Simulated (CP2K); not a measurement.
Consider 5-cyanopyrimidine at its PBE geometry (Å).

```xyz
11

N     3.3629    0.1343    0.1852
C     2.1976    0.0991    0.1188
C     0.7734    0.0397    0.0407
C     0.0903   -1.1905   -0.0001
N    -1.2443   -1.2629   -0.0747
C    -1.8952   -0.0867   -0.1087
N    -1.3561    1.1451   -0.0703
C    -0.0218    1.2005    0.0064
H     0.6425   -2.1322    0.0311
H    -2.9841   -0.1385   -0.1730
H     0.4347    2.1919    0.0448
```

Method: CP2K XAS_TDP, all-electron GAPW, PBEh(45%), aug-cc-pVDZ, TDA, GW2X-corrected core level, no relativity.

**Question.** Predict the bright core excitations at the C K edge.

Leading lines: C2 288.49 eV, C3 287.39 eV, C4 287.28 eV and C6 287.44 eV. The leading line of an atom is its first one with 35 % of the strongest within 2.5 eV of its lowest line over the strength cut. Core ionisation energies at this level: C3 293.70, C4 294.53, C2 294.32 and C6 294.61 eV.

The first six lines of each atom with a strength over 0.0015:

```
                              atom  energy (eV)  states  strength, one atom  above the computed threshold
            C2 (bonded to C and N)       288.49       1              0.0331                              
                                         288.93       1              0.0534                              
                                         291.86       1              0.0277                              
                                         294.03       1              0.0017                              
                                         294.67       1              0.0020                           yes
                                         294.72       1              0.0042                           yes
                C3 (bonded to 3 C)       287.39       1              0.0393                              
                                         291.63       1              0.0082                              
                                         292.20       1              0.0121                              
                                         292.70       1              0.0095                              
                                         292.85       1              0.0020                              
                                         294.05       1              0.0112                           yes
C4 (bonded to C, N and H), 2 alike       287.28       1              0.0598                              
                                         292.23       1              0.0142                              
                                         292.82       1              0.0039                              
                                         293.28       1              0.0069                              
                                         293.74       1              0.0031                              
                                         294.27       1              0.0040                              
          C6 (bonded to 2 N and H)       287.44       1              0.0602                              
                                         292.42       1              0.0134                              
                                         293.30       1              0.0041                              
                                         293.44       1              0.0047                              
                                         293.87       1              0.0057                              
                                         294.68       1              0.0016                           yes
```

Lines are vertical, at one geometry, with no vibrational structure. GW2X ionisation energies and lines can be off by 1 to 2 eV either way, and a good line position may hide errors that cancel. These values hold no scalar relativity, about 0.1 eV for C 1s. Rydberg lines, and the discretised continuum above threshold, depend on the basis and the box.

[Banner, clock and machine lines of the logs are left out without a mark of their own.]

[Logs are printed without paths, hosts, clocks, repeated set-up lines and the standing remarks that a program may print on its own settings, such as how far it seeks lower states.]

[Hosts, paths, dates, database ids (printed as entryN), source tags and the programs' standing remarks are cut or masked in the printed files.]
